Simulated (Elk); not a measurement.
## Optical conductivity and Kerr rotation of VPt3

Wanted: σ_xx, σ_xy and the Kerr angle of VPt3 with spin–orbit coupling.

Calculated with Elk 11.2.3 (patched build); LDA (Perdew-Wang); all-electron APW+lo, Dirac cores, scalar-relativistic bands with second-variational spin-orbit coupling.

This is a report of a sequence of runs, with most program output left out.

### 1. Set-up

Symmetry: Pm-3m, No. 221, cubic system. The conventional cell has a = 3.870 Å, b = 3.870 Å, c = 3.870 Å, α = 90.00°, β = 90.00°, γ = 90.00°. V has 12 Pt at 2.74 Å nearest. Nearest to Pt lie 8 Pt at 2.74 Å and 4 V at 2.74 Å. Farther neighbours are not listed.

### 2. Ground state with spin–orbit coupling

In a ferromagnet the Kerr effect comes from exchange splitting and spin–orbit coupling together. The parallel order is imposed here; no other order was tried.

In this input [111] lies along z, the axis of the moments and of the light.

The last three numbers of an atom's line are a seed field in its sphere. It points against the wanted moment and shrinks by the factor reducebf each loop.

Input file elk.in:

```
tasks
  0
  15

xctype
  3

rgkmax
  7.0

nempty
  14

swidth
  0.005

reducebf
  0.5

epsengy
  1e-05

maxscl
  100

lmaxi
  3

spinpol
  .true.

spinorb
  .true.

cmagz
  .true.

sppath
  './'

avec
  5.76777062200 -1.54546948030 4.22230114170
  -1.54546948030 5.76777062200 4.22230114170
  -4.22230114170 -4.22230114170 4.22230114170

atoms
  2
  'V.in'
  1
  0.0000000000 0.0000000000 0.0000000000   0.000000 0.000000 -0.045000
  'Pt.in'
  3
  0.0000000000 0.5000000000 0.5000000000   0.000000 0.000000 -0.018000
  0.5000000000 0.0000000000 0.5000000000   0.000000 0.000000 -0.018000
  0.5000000000 0.5000000000 0.0000000000   0.000000 0.000000 -0.018000

ngridk
  6 6 6
```

Launch:

```
OMP_NUM_THREADS=4 elk
```

Wall time 6.6 min (4 threads of Arm Neoverse V1, shared host); peak memory 0.54 GiB; 26 min of CPU time.

Spin moment in the muffin-tin sphere by atom:

```tsv
atom	spin moment in the muffin-tin sphere (μB)
V1	1.21
Pt2	-0.02
Pt3	-0.02
Pt4	-0.02
```

Numbers from this step:

```
density of states at the Fermi level : 4.368 states/eV/cell
moment between the spheres           : 0.08808 μB
magnetization                        : 1.241 μB
final state                          : ferromagnetic
```

The moments seeded on 3 Pt atoms fell under 0.15 μB.

After 24 cycles the largest moment stands at 1.21 μB.

Orbital moment <L> in the sphere by atom:

```tsv
atom	x (μB)	y (μB)	z (μB)	size
V1	0.0000	0.0000	0.0305	0.0305
Pt2	-0.0003	0.0001	-0.0213	0.0213
Pt3	0.0001	-0.0003	-0.0213	0.0213
Pt4	0.0002	0.0002	-0.0213	0.0213
```

### 3. States and momentum matrix elements on a finer mesh

Optical spectra need more k points than the density, so the states are solved once on a finer mesh in the saved potential.

Input file elk.in:

```
tasks
  1
  120

xctype
  3

rgkmax
  7.0

nempty
  14

swidth
  0.005

reducebf
  0.5

epsengy
  1e-05

maxscl
  1

lmaxi
  3

spinpol
  .true.

spinorb
  .true.

cmagz
  .true.

sppath
  './'

avec
  5.76777062200 -1.54546948030 4.22230114170
  -1.54546948030 5.76777062200 4.22230114170
  -4.22230114170 -4.22230114170 4.22230114170

atoms
  2
  'V.in'
  1
  0.0000000000 0.0000000000 0.0000000000   0.000000 0.000000 -0.000045
  'Pt.in'
  3
  0.0000000000 0.5000000000 0.5000000000   0.000000 0.000000 -0.000018
  0.5000000000 0.0000000000 0.5000000000   0.000000 0.000000 -0.000018
  0.5000000000 0.5000000000 0.0000000000   0.000000 0.000000 -0.000018

ngridk
  10 10 10
```

Launch:

```
OMP_NUM_THREADS=4 elk
```

Wall time 3.4 min (4 threads); peak memory 1.1 GiB; 14 min of CPU time.

Read from the output:

```yaml
magnetization: 1.239 μB
largest_moment: 1.216 μB
```

The moments seeded on 3 Pt atoms fell under 0.15 μB.

### 4. Optics with a broadening of 0.30 eV

The broadening stands for the lifetime of the excited states; it lowers and widens the peaks.

Changes to elk.in since step 3:

```diff
@@ -1,4 +1,4 @@
 tasks
-  1
-  120
+  121
+  122
 
@@ -14,3 +14,3 @@
 swidth
-  0.005
+  0.011
 
@@ -23,3 +23,3 @@
 maxscl
-  1
+  100
 
@@ -36,2 +36,5 @@
   .true.
+
+intraband
+  .false.
 
@@ -58 +61,10 @@
   10 10 10
+
+wplot
+  240 100 0
+  0.00000 0.30000
+
+optcomp
+  1 1
+  1 2
+  3 3
```

Launch:

```
OMP_NUM_THREADS=4 elk
```

The job ended after 1.9 min (4 threads; peak memory 0.05 GiB).

Intraband term left out, so in a metal the low energies lack the Drude part. Table of polar Kerr angle by photon energy; values in degrees:

```tsv
photon energy (eV)	rotation	ellipticity
0.0	0	0
0.5	0.457	0.0277
1.0	0.437	0.226
1.5	0.238	0.461
2.0	-0.00683	0.483
2.5	-0.331	0.481
3.0	-0.417	0.00842
3.5	-0.220	-0.164
4.0	-0.0311	-0.166
4.5	-0.0924	-0.0682
5.0	-0.0523	-0.239
5.5	0.172	-0.194
6.0	0.152	-0.105
6.5	0.276	-0.0353
7.0	0.184	0.133
7.5	0.0860	0.101
8.0	0.0467	0.240
```

Intraband term left out, so in a metal the low energies lack the Drude part. Table of optical conductivity by photon energy:

```tsv
photon energy (eV)	Re sigma xx (S/cm)	Im sigma xx (S/cm)	Re sigma xy (S/cm)	Im sigma xy (S/cm)	Re sigma zz (S/cm)	Im sigma zz (S/cm)
0.00	5770	0	-514	0	5675	0
0.25	5844	-338	-472	-170	5721	-336
0.50	5993	-634	-355	-288	5862	-682
0.75	6192	-902	-243	-299	6101	-973
1.00	6411	-1197	-219	-324	6342	-1264
1.25	6892	-1629	-149	-403	6827	-1694
1.50	7736	-1838	-23.9	-453	7698	-1914
1.75	8828	-1673	117	-472	8787	-1728
2.00	9867	-787	314	-399	9828	-856
2.25	10271	460	456	-282	10246	379
2.50	10240	1608	585	19.8	10249	1546
2.75	9898	2751	371	339	9899	2710
3.00	9128	3576	91.5	337	9115	3534
3.25	8358	4127	-48.5	252	8366	4068
3.50	7428	4463	-106	141	7451	4439
3.75	6540	4419	-104	61.7	6542	4406
4.00	5821	4153	-75.3	5.51	5815	4135
4.25	5365	3751	-26.6	3.35	5357	3731
4.50	5117	3410	-24.3	29.5	5109	3387
4.75	4977	3145	-45.6	32.1	4966	3122
5.00	4855	2991	-67.1	15.4	4852	2959
5.25	4672	2857	-67.4	-15.6	4678	2838
5.50	4483	2647	-47.2	-37.9	4474	2629
5.75	4381	2359	-27.3	-32.2	4380	2330
6.00	4445	2169	-27.1	-26.9	4453	2151
6.25	4395	2102	-32.1	-34.6	4394	2090
6.50	4291	1903	-18.9	-47.7	4291	1887
6.75	4332	1635	-6.34	-46.7	4328	1624
7.00	4526	1448	8.42	-40.6	4522	1432
7.25	4733	1490	8.40	-33.3	4731	1477
7.50	4736	1548	11.0	-22.6	4733	1533
7.75	4839	1483	6.23	-34.8	4835	1469
8.00	4969	1664	40.0	-27.1	4963	1649
```

### 5. Optics with a broadening of 0.20 eV

Changes to elk.in since step 4:

```diff
@@ -14,3 +14,3 @@
 swidth
-  0.011
+  0.0075
```

Launch:

```
OMP_NUM_THREADS=4 elk
```

It took 1.9 min on 4 threads; peak memory 0.05 GiB.

Intraband term left out, so in a metal the low energies lack the Drude part. The polar Kerr angle by photon energy; values in degrees:

```tsv
photon energy (eV)	rotation	ellipticity
0.0	0	0
0.5	0.529	0.0788
1.0	0.497	0.230
1.5	0.230	0.526
2.0	-0.0558	0.517
2.5	-0.407	0.600
3.0	-0.462	-0.0460
3.5	-0.223	-0.202
4.0	0.0108	-0.218
4.5	-0.127	-0.0374
5.0	-0.0865	-0.293
5.5	0.235	-0.214
6.0	0.143	-0.0964
6.5	0.335	-0.0257
7.0	0.183	0.199
7.5	0.0275	0.106
8.0	0.0732	0.349
```

### 6. The strongest peak

The largest local extreme of the rotation above 1.5 eV, for majority spin along +z:

```tsv
broadening (eV)	energy (eV)	rotation (°)	ellipticity (°)	rotation at 1.96 eV (°)
0.30	2.76	-0.486	0.218	0.011
0.20	2.72	-0.624	0.258	-0.033
```

### 7. Results

| Item | Value |
| --- | --- |
| net spin moment | 1.24 μB a cell |
| strongest peak above 1.5 eV | -0.49° at 2.8 eV |
| rotation at 1.96 eV | 0.011° |

Above 1.5 eV the rotation peaks at 2.76 eV, with -0.49° for majority spin along +z at a broadening of 0.30 eV. The run's majority spin points along +z; the magnetisation points the other way, and the angle changes sign with it. The intraband (Drude) term is left out, which matters in a metal: most under about 1.5 eV, and higher wherever the diagonal response is small. These are independent-particle spectra on a 10×10×10 mesh, not shown converged.

[Logs and program files are shortened in this print: banners, set-up blocks, solver, clock and traceback lines can be left out without a mark of their own.]

[Logs are printed without paths, hosts, clocks, repeated set-up lines and the standing remarks that a program may print on its own settings, such as how far it seeks lower states.]

[Hosts, paths, dates, database ids (printed as entryN), source tags and the programs' standing remarks are cut or masked in the printed files.]

[Where a cell is said to come from a database of computed structures, the database is the Materials Project.]
